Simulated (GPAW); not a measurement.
**How the functional moves the magnetism of free-standing square Ir monolayer, spacing 2.904 A**

Aim: see how far moments and order energies of free-standing square Ir monolayer, spacing 2.904 A move with the functional, and what each set costs.

Main program and level: GPAW 26.7.0; several functionals; plane waves with GPAW's PAW setups, scalar-relativistic.

This is a report of a sequence of runs, with the program logs left out and the cost of each run kept.

## Step 1: Starting point

The cell holds 1 atom: 1 Ir. Its edges and angles: a = 2.904 Å, b = 2.904 Å, c = 14.000 Å, α = 90.0°, β = 90.0°, γ = 90.0°. model lattice. Vacuum lies along c.

## Step 2: Set 1 (LDA), start ferro +

Each set takes another functional on the same cell and mesh.

The input, order1.py:

```python
import json
import numpy as np
from ase import Atoms
from ase.parallel import paropen, parprint
from gpaw import GPAW

atoms = Atoms(['Ir'],
    cell=[[2.904, 0.0, 0.0],
         [0.0, 2.904, 0.0],
         [0.0, 0.0, 14.0]],
    scaled_positions=[[0.0, 0.0, 0.5]],
    pbc=True,
    magmoms=[1.0])
atoms.calc = GPAW(mode={'name': 'pw', 'ecut': 600},
    xc='LDA',
    kpts={'size': (10, 10, 1), 'gamma': True},
    occupations={'name': 'methfessel-paxton', 'width': 0.1},
    convergence={'density': 1e-05, 'energy': 1e-05},
    maxiter=200,
    symmetry={'tolerance': 1e-4},
    txt='order1.txt')
e = atoms.get_potential_energy(force_consistent=True)
res = {'free_energy': e, 'energy_sigma0': atoms.get_potential_energy(), 'fermi_energy': atoms.calc.get_fermi_level()}
res['moments'] = atoms.get_magnetic_moments().tolist()
res['total'] = atoms.get_magnetic_moment()
parprint('site moments (muB):', np.round(res['moments'], 3))
parprint(f"total moment: {res['total']:.3f} muB")
parprint(f'free energy: {e:.6f} eV')
atoms.calc.write('order1.gpw')
with paropen('results.json', 'w') as f:
    json.dump(res, f)
```

On the command line:

```console
OMP_NUM_THREADS=1 python3 order1.py > order1.log
```

It took 15 s on 1 MPI rank of AMD EPYC 9R45, shared host; peak memory 0.23 GiB.

Numbers from this step:

| Item | Value |
| --- | --- |
| magnetization | 1.621 μB |
| final state | ferromagnetic |
| largest moment | 1.437 μB |

After 16 cycles the largest moment stands at 1.44 μB.

## Step 3: Set 1 (LDA), start antiferro q=(1/2,1/2,0) +-

The second start gives the energy difference between the two end states, the quantity that is followed from set to set. Its q is in fractions of the reciprocal vectors of the first run's cell.

The input, order2.py:

```python
import json
import numpy as np
from ase import Atoms
from ase.parallel import paropen, parprint
from gpaw import GPAW

atoms = Atoms(['Ir', 'Ir'],
    cell=[[5.808, 0.0, 0.0],
         [2.904, 2.904, 0.0],
         [0.0, 0.0, 14.0]],
    scaled_positions=[[0.0, 0.0, 0.5],
         [0.5, 0.0, 0.5]],
    pbc=True,
    magmoms=[1.0, -1.0])
atoms.calc = GPAW(mode={'name': 'pw', 'ecut': 600},
    xc='LDA',
    kpts={'size': (5, 10, 1), 'gamma': True},
    occupations={'name': 'methfessel-paxton', 'width': 0.1},
    convergence={'density': 1e-05, 'energy': 1e-05},
    maxiter=200,
    symmetry={'tolerance': 1e-4},
    txt='order2.txt')
e = atoms.get_potential_energy(force_consistent=True)
res = {'free_energy': e, 'energy_sigma0': atoms.get_potential_energy(), 'fermi_energy': atoms.calc.get_fermi_level()}
res['moments'] = atoms.get_magnetic_moments().tolist()
res['total'] = atoms.get_magnetic_moment()
parprint('site moments (muB):', np.round(res['moments'], 3))
parprint(f"total moment: {res['total']:.3f} muB")
parprint(f'free energy: {e:.6f} eV')
atoms.calc.write('order2.gpw')
with paropen('results.json', 'w') as f:
    json.dump(res, f)
```

On the command line:

```console
OMP_NUM_THREADS=1 python3 order2.py > order2.log
```

Run time: 66 s. Hardware: 1 MPI rank; peak memory 0.46 GiB.

Numbers from this step:

```
final state : non-magnetic
```

This start lies +46.3 meV a seeded atom from the first; its moments have collapsed.

## Step 4: Set 2 (PBE), start ferro +

order1.py is the script of step 2 with these lines changed:

```diff
@@ -14,3 +14,3 @@
 atoms.calc = GPAW(mode={'name': 'pw', 'ecut': 600},
-    xc='LDA',
+    xc='PBE',
     kpts={'size': (10, 10, 1), 'gamma': True},
```

On the command line:

```console
OMP_NUM_THREADS=1 python3 order1.py > order1.log
```

Run time: 16 s. Hardware: 1 MPI rank; peak memory 0.24 GiB.

This step gave:

```yaml
magnetization: 1.770 μB
final_state: ferromagnetic
largest_moment: 1.595 μB
```

The largest moment moves by +0.16 μB from set 1, at 1.0 times its CPU time.

## Step 5: Set 2 (PBE), start antiferro q=(1/2,1/2,0) +-

order2.py is the script of step 3 with these lines changed:

```diff
@@ -15,3 +15,3 @@
 atoms.calc = GPAW(mode={'name': 'pw', 'ecut': 600},
-    xc='LDA',
+    xc='PBE',
     kpts={'size': (5, 10, 1), 'gamma': True},
```

On the command line:

```console
OMP_NUM_THREADS=1 python3 order2.py > order2.log
```

Wall time 91 s (1 MPI rank); peak memory 0.49 GiB.

Numbers from this step:

| Property | Result |
| --- | --- |
| final state | non-magnetic |

This start lies +123.1 meV a seeded atom from the first, a change of +76.8 meV since set 1; its moments have collapsed.

## Step 6: Set 3 (revPBE), start ferro +

order1.py is the script of step 4 with these lines changed:

```diff
@@ -14,3 +14,3 @@
 atoms.calc = GPAW(mode={'name': 'pw', 'ecut': 600},
-    xc='PBE',
+    xc='revPBE',
     kpts={'size': (10, 10, 1), 'gamma': True},
```

On the command line:

```console
OMP_NUM_THREADS=1 python3 order1.py > order1.log
```

It took 17 s on 1 MPI rank; peak memory 0.24 GiB.

Numbers from this step:

| Item | Value |
| --- | --- |
| magnetization | 1.780 μB |
| final state | ferromagnetic |
| largest moment | 1.610 μB |

The largest moment moves by +0.01 μB from set 2, at 1.0 times its CPU time.

## Step 7: Set 3 (revPBE), start antiferro q=(1/2,1/2,0) +-

order2.py is the script of step 5 with these lines changed:

```diff
@@ -15,3 +15,3 @@
 atoms.calc = GPAW(mode={'name': 'pw', 'ecut': 600},
-    xc='PBE',
+    xc='revPBE',
     kpts={'size': (5, 10, 1), 'gamma': True},
```

On the command line:

```console
OMP_NUM_THREADS=1 python3 order2.py > order2.log
```

Elapsed: 98 s, on 1 MPI rank; peak memory 0.5 GiB.

Numbers from this step:

* final state: non-magnetic

This start lies +138.3 meV a seeded atom from the first, a change of +15.3 meV since set 2; its moments have collapsed.

## Step 8: Set 4 (RPBE), start ferro +

order1.py is the script of step 6 with these lines changed:

```diff
@@ -14,3 +14,3 @@
 atoms.calc = GPAW(mode={'name': 'pw', 'ecut': 600},
-    xc='revPBE',
+    xc='RPBE',
     kpts={'size': (10, 10, 1), 'gamma': True},
```

On the command line:

```console
OMP_NUM_THREADS=1 python3 order1.py > order1.log
```

The job ended after 16 s (1 MPI rank; peak memory 0.24 GiB).

Read from the output:

```
magnetization  : 1.782 μB
final state    : ferromagnetic
largest moment : 1.614 μB
```

The largest moment is that of set 3, at 0.99 times its CPU time.

## Step 9: Set 4 (RPBE), start antiferro q=(1/2,1/2,0) +-

order2.py is the script of step 7 with these lines changed:

```diff
@@ -15,3 +15,3 @@
 atoms.calc = GPAW(mode={'name': 'pw', 'ecut': 600},
-    xc='revPBE',
+    xc='RPBE',
     kpts={'size': (5, 10, 1), 'gamma': True},
```

On the command line:

```console
OMP_NUM_THREADS=1 python3 order2.py > order2.log
```

Run time: 95 s. Hardware: 1 MPI rank; peak memory 0.5 GiB.

Read from the output:

* final state: non-magnetic

This start lies +144.5 meV a seeded atom from the first, a change of +6.2 meV since set 3; its moments have collapsed.

## Step 10: Side by side

List, by row:

```csv
set,functional,state from the first start,state from the second start,second less first (meV a seeded atom),"moment, first (μB)","moment, second (μB)",CPU time (s)
1,LDA,ferromagnetic,non-magnetic,46.31,1.437,2.25e-4,80.91
2,PBE,ferromagnetic,non-magnetic,123.1,1.595,0,106.7
3,revPBE,ferromagnetic,non-magnetic,138.3,1.61,7.47e-5,114.8
4,RPBE,ferromagnetic,non-magnetic,144.5,1.614,0,111.1
```

## Step 11: Results

| Item | Value |
| --- | --- |
| range of the moment in the table, first start | 1.44 to 1.61 μB |
| range of CPU time | 81 s to 1.9 min |
| range of the energy difference | 46.3 to 144 meV a seeded atom |

In words: For the first start the functionals give moments from 1.44 to 1.61 μB and energy differences from 46.3 to 144 meV a seeded atom; all use the same cell, so differences in their own lattice constants don't enter. The first start ends lower on every set of the table. The second start loses its moments on every set, so the difference is that between moments and none. The smearing is not Fermi–Dirac, so its width is no temperature.

[Long decimals in the printed logs are rounded to 6 places.]

[Logs and program files are shortened in this print: banners, set-up blocks, solver, clock and traceback lines can be left out without a mark of their own.]

[Logs are printed without paths, hosts, clocks, repeated set-up lines and the standing remarks that a program may print on its own settings, such as how far it seeks lower states.]

[Hosts, paths, dates, database ids (printed as entryN), source tags and the programs' standing remarks are cut or masked in the printed files.]

[Where the starting crystal was built by hand or by swapping elements, it need not be the compound's stable phase.]

[Where a cell is said to come from a database of computed structures, the database is the Materials Project.]

[Runs that the program refused, that were killed for memory or that had too few empty states are not shown or counted.]

[Lattice constants of own cells that a recipe calls measured were typed without a cited source.]
